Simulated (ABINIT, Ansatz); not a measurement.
**BaAlSiH (P3m1): one start, several treatments of the self-energy**

Wanted: the gap of BaAlSiH (P3m1) under several approximations, with cost.

Main program and level: ABINIT 10.8.3; LDA and many-body steps on it, plane waves.

This is a report of a sequence of runs, with most program output left out.

## 1. Starting point

The structure is trigonal, space group P3m1 (No. 156). The conventional cell has a = 4.334 Å, b = 4.334 Å, c = 5.263 Å, α = 90.00°, β = 90.00°, γ = 120.00°. Nearest to Ba lie 3 H at 2.60 Å and 3 Si at 3.47 Å and 3 Al at 3.50 Å. Nearest to Al lie 1 H at 1.74 Å and 3 Si at 2.54 Å. Nearest to Si lie 3 Al at 2.54 Å and 3 H at 3.30 Å and 3 Ba at 3.47 Å. Nearest to H lie 1 Al at 1.74 Å and 3 Ba at 2.60 Å. Farther neighbours are not listed.

The cell and positions are those that the Materials Project relaxed with its own functionals (PBE, PBE+U or r2SCAN), kept fixed. Spin-orbit coupling is left out unless a step names it.

## 2. Empty states on the mesh, 3×3×2 mesh, 211 bands

This step: ABINIT 10.8.3; DFT, LDA, plane waves, norm-conserving pseudopotentials.

The sums over transitions need many empty states on a uniform mesh; this step solves for them.

Input file run.abi:

```
acell 3*1.0 Angstrom
rprim 
  4.334227520372 0.000000000006 0.000000000000
  -2.167113760192 3.753551138421 0.000000000000
  0.000000000000 0.000000000000 5.262552000000
ntypat 4
znucl 56 13 14 1
natom 4
typat 1 2 3 4
xred 
  0.000000000000 0.000000000000 0.000436000000
  0.666666666667 0.333333333333 0.465248000000
  0.333333333333 0.666666666667 0.542307000000
  0.666666666667 0.333333333333 0.134910000000
pp_dirpath "pseudos"
pseudos "Ba.upf, Al.upf, Si.upf, H.upf"
ecut 31
ngkpt 3 3 2
nshiftk 1
shiftk 0 0 0
kptopt 1
chksymbreak 0
irdden 1
istwfk *1
nband 211
prtvol 0
optdriver 6
gwr_task "HDIAGO"
paral_kgb 0
occopt 1
indata_prefix "in"
outdata_prefix "out"
tmpdata_prefix "tmp"
```

The run is started by

```console
OMP_NUM_THREADS=1 mpirun -n 4 abinit run.abi > log
```

It took 2.1 min on 4 MPI ranks of Intel Xeon Platinum 8488C (Sapphire Rapids), shared host; peak memory 5.1 GiB.

This step gave:

```yaml
gap: 1.072 eV
k_of_the_valence_top: 0, 0, 0.5
k_of_the_conduction_bottom: 0.3333, 0, 0
least_direct_gap: 1.647 eV
k_points_computed: 6
lowest_point_of_the_top_converged_band_above_the_valence_top: 87.0789 eV
```

On this mesh the gap is 1.072 eV.

The density comes from a self-consistent run that is not shown.

## 3. Screening, 3×3×2 mesh, 88 bands, screening to 114.3 eV

The RPA dielectric matrix is built and inverted for each q.

This step: RPA screening on LDA, plane waves, norm-conserving pseudopotentials.

Edit run.abi of step 2 so:

```diff
@@ -22,10 +22,11 @@
 chksymbreak 0
-irdden 1
 istwfk *1
-nband 211
-prtvol 0
-optdriver 6
-gwr_task "HDIAGO"
-paral_kgb 0
 occopt 1
+irdwfk 1
+optdriver 3
+nband 88
+ecuteps 4.2
+inclvkb 2
+awtr 1
+symchi 1
 indata_prefix "in"
```

Wall time 10 s (4 MPI ranks); peak memory 0.65 GiB; 39 s of CPU time.

Numbers from this step:

- ε∞ with local fields, on this mesh, along the program's q direction: 22.19
- the same without local fields: 24.91
- plasma frequency: 17.03 eV
- plane waves in the screening matrix: 225

Local fields lower ε∞ by 11 %. On a Γ-centred mesh this coarse the value itself is usually too large, while a short band sum pulls it down.

## 4. G0W0, Godby-Needs plasmon pole

The self-energy is evaluated for the states that the input lists, and the levels follow from it, in one-shot runs by the linearised quasiparticle equation.

This step: G0W0 on LDA, plane waves, norm-conserving pseudopotentials.

Edit run.abi of step 3 so:

```diff
@@ -25,8 +25,19 @@
 irdwfk 1
-optdriver 3
+optdriver 4
 nband 88
+gwcalctyp 0
+ecutsigx 31
+symsigma 1
+nkptgw 3
+kptgw 
+  0.0000000000 0.0000000000 0.5000000000
+  0.3333333333 0.0000000000 0.0000000000
+  0.0000000000 0.0000000000 0.0000000000
+bdgw 
+  7 12
+  8 11
+  8 12
 ecuteps 4.2
-inclvkb 2
-awtr 1
-symchi 1
+irdscr 1
+ppmodel 1
 indata_prefix "in"
```

The job ended after 8.9 s (4 MPI ranks; peak memory 0.61 GiB; 35 s of CPU time).

Numbers from this step:

```yaml
g0w0_gap_on_the_points_computed: 1.464 eV
starting_gap_on_the_mesh: 1.072 eV
k_of_the_valence_top: 0, 0, 0.5
k_of_the_conduction_bottom: 0.3333, 0, 0
z_at_the_valence_top: 0.755
z_at_the_conduction_bottom: 0.77
least_direct_g0w0_gap_on_the_computed_points: 1.954 eV
```

The gap on the mesh goes from 1.07 eV to 1.46 eV, a correction of +0.39 eV.

## 5. G0W0, Hybertsen-Louie plasmon pole

Edit run.abi of step 4 so:

```diff
@@ -41,3 +41,3 @@
 irdscr 1
-ppmodel 1
+ppmodel 2
 indata_prefix "in"
```

Run time: 8.9 s. Hardware: 4 MPI ranks; peak memory 0.6 GiB; 35 s of CPU time.

This step gave:

```
G0W0 gap on the points computed              : 1.461 eV
starting gap on the mesh                     : 1.072 eV
k of the valence top                         : 0, 0, 0.5
k of the conduction bottom                   : 0.3333, 0, 0
Z at the valence top                         : 0.788
Z at the conduction bottom                   : 0.798
least direct G0W0 gap on the computed points : 1.988 eV
```

Against G0W0 in ABINIT (3×3×2 mesh, 88 bands, screening to 114.3 eV, Godby-Needs plasmon pole), the gap moves by −0.003 eV.

## 6. G0W0, Engel-Farid plasmon pole

Edit run.abi of step 5 so:

```diff
@@ -41,3 +41,3 @@
 irdscr 1
-ppmodel 2
+ppmodel 4
 indata_prefix "in"
```

Wall time 6.2 s (4 MPI ranks); peak memory 0.59 GiB.

Numbers from this step:

* G0W0 gap on the points computed: 1.469 eV
* starting gap on the mesh: 1.072 eV
* k of the valence top: 0, 0, 0.5
* k of the conduction bottom: 0.3333, 0, 0
* least direct G0W0 gap on the computed points: 1.964 eV

Against G0W0 in ABINIT (3×3×2 mesh, 88 bands, screening to 114.3 eV, Godby-Needs plasmon pole), the gap moves by +0.005 eV.

## 7. One-shot Hartree-Fock

This step: one-shot Hartree-Fock on LDA, plane waves, norm-conserving pseudopotentials.

Edit run.abi of step 6 so:

```diff
@@ -26,4 +26,4 @@
 optdriver 4
-nband 88
-gwcalctyp 0
+nband 13
+gwcalctyp 5
 ecutsigx 31
@@ -39,5 +39,4 @@
   8 12
-ecuteps 4.2
-irdscr 1
-ppmodel 4
+ixc_sigma 40
+fftgw 31
 indata_prefix "in"
```

It took 3.5 s on 4 MPI ranks; peak memory 0.42 GiB.

This step gave:

* quasiparticle gap on the points computed: 6.022 eV
* starting gap on the mesh: 1.072 eV
* k of the valence top: 0, 0, 0.5
* k of the conduction bottom: 0.3333, 0, 0
* least direct quasiparticle gap on the computed points: 6.327 eV

Against G0W0 in ABINIT (3×3×2 mesh, 88 bands, screening to 114.3 eV, Godby-Needs plasmon pole), the gap moves by +4.558 eV.

## 8. Screening, 3×3×2 mesh, 88 bands, screening to 114.3 eV

This step: RPA screening on LDA, plane waves, norm-conserving pseudopotentials.

Edit run.abi of step 7 so:

```diff
@@ -25,18 +25,14 @@
 irdwfk 1
-optdriver 4
-nband 13
-gwcalctyp 5
-ecutsigx 31
-symsigma 1
-nkptgw 3
-kptgw 
-  0.0000000000 0.0000000000 0.5000000000
-  0.3333333333 0.0000000000 0.0000000000
-  0.0000000000 0.0000000000 0.0000000000
-bdgw 
-  7 12
-  8 11
-  8 12
-ixc_sigma 40
-fftgw 31
+optdriver 3
+nband 88
+ecuteps 4.2
+inclvkb 2
+awtr 1
+symchi 1
+gwcalctyp 2
+nfreqre 16
+freqremax 40 eV
+nfreqim 8
+spmeth 1
+nomegasf 120
 indata_prefix "in"
```

Run time: 15 s. Hardware: 4 MPI ranks; peak memory 0.93 GiB; 59 s of CPU time.

This step gave:

```yaml
eps_infinity_with_local_fields_on_this_mesh_along_the_program_s_q_direction: 22.78
the_same_without_local_fields: 25.61
plasma_frequency: 17.03 eV
plane_waves_in_the_screening_matrix: 225
```

## 9. G0W0, contour deformation

This step: G0W0 on LDA, plane waves, norm-conserving pseudopotentials.

Edit run.abi of step 8 so:

```diff
@@ -25,14 +25,18 @@
 irdwfk 1
-optdriver 3
+optdriver 4
 nband 88
+gwcalctyp 2
+ecutsigx 31
+symsigma 1
+nkptgw 3
+kptgw 
+  0.0000000000 0.0000000000 0.5000000000
+  0.3333333333 0.0000000000 0.0000000000
+  0.0000000000 0.0000000000 0.0000000000
+bdgw 
+  7 12
+  8 11
+  8 12
 ecuteps 4.2
-inclvkb 2
-awtr 1
-symchi 1
-gwcalctyp 2
-nfreqre 16
-freqremax 40 eV
-nfreqim 8
-spmeth 1
-nomegasf 120
+irdscr 1
 indata_prefix "in"
```

The job ended after 6.5 s (4 MPI ranks; peak memory 0.81 GiB; 25 s of CPU time).

Numbers from this step:

- G0W0 gap on the points computed: 1.446 eV
- starting gap on the mesh: 1.072 eV
- k of the valence top: 0, 0, 0.5
- k of the conduction bottom: 0.3333, 0, 0
- least direct G0W0 gap on the computed points: 1.917 eV

Against G0W0 in ABINIT (3×3×2 mesh, 88 bands, screening to 114.3 eV, Godby-Needs plasmon pole), the gap moves by −0.018 eV.

## 10. Side by side

Times are wall times on 4 MPI ranks of Intel Xeon Platinum 8488C (Sapphire Rapids), shared host, good to a factor of about two. A run's time includes the screening step that it read.

```tsv
run	mesh	bands	screening cutoff (eV)	DFT gap (eV)	gap on the mesh (eV)	direct (eV)	ε∞ used	time
G0W0, Godby-Needs plasmon pole	3×3×2	88	114.3	1.072	1.464	1.954	22.19	19 s
G0W0, Hybertsen-Louie plasmon pole	3×3×2	88	114.3	1.072	1.461	1.988	22.19	19 s
G0W0, Engel-Farid plasmon pole	3×3×2	88	114.3	1.072	1.469	1.964	22.19	16 s
one-shot Hartree-Fock	3×3×2	-	-	1.072	6.022	6.327	-	3.5 s
G0W0, contour deformation	3×3×2	88	114.3	1.072	1.446	1.917	22.78	21 s
```

## 11. Summary of results

```
G0W0, Godby-Needs plasmon pole     : 1.464 eV
G0W0, Hybertsen-Louie plasmon pole : 1.461 eV
G0W0, Engel-Farid plasmon pole     : 1.469 eV
one-shot Hartree-Fock              : 6.022 eV
G0W0, contour deformation          : 1.446 eV
known limits                       : not at the basis limit; no spin-orbit coupling; coarse k mesh
```

**Reading.** G0W0, Hybertsen-Louie plasmon pole: −0.003 eV against G0W0, Godby-Needs plasmon pole. G0W0, Engel-Farid plasmon pole: +0.005 eV against G0W0, Godby-Needs plasmon pole. One-shot Hartree-Fock: +4.558 eV against G0W0, Godby-Needs plasmon pole. G0W0, contour deformation: −0.018 eV against G0W0, Godby-Needs plasmon pole. Bare exchange alone opens the gap to 6.02 eV; against G0W0, correlation takes back 4.56 eV. Bands and cutoff are finite, so the gap is not at the basis limit. The miss can reach some tenths of an eV and take either sign; the mesh is an error of its own. In the G0W0 runs levels were corrected at 3 k points alone, so a gap called «on the mesh» is the least over those, and an edge elsewhere would be missed. A denser mesh or path gives a starting gap of 0.66 eV: the GW mesh misses a band edge, so its gaps are not the fundamental one. The 3×3×2 mesh is coarse for this cell, which bears on the long-range parts of exchange and screening. The many-body steps are scalar-relativistic: spin-orbit coupling is not in them.

[Paths, hosts, dates, memory and timing lines, banners, echoed tables and standing remarks are left out of the program output.]

[Logs are printed without paths, hosts, clocks, repeated set-up lines and the standing remarks that a program may print on its own settings, such as how far it seeks lower states.]

[Runs of the session that timed out or met a known fault of the program may be left out.]

[Hosts, paths, dates, database ids (printed as entryN), source tags and the programs' standing remarks are cut or masked in the printed files.]

[G0W0 gaps are taken among the corrected bands and points alone; a level outside them can change the order at an edge.]

[Where Ansatz stands beside ABINIT at settings called matched, ABINIT's density can come from a denser mesh and the files from another edition; pairs whose starting gaps differed by over 0.03 eV were left out, so agreement reads better than it is.]
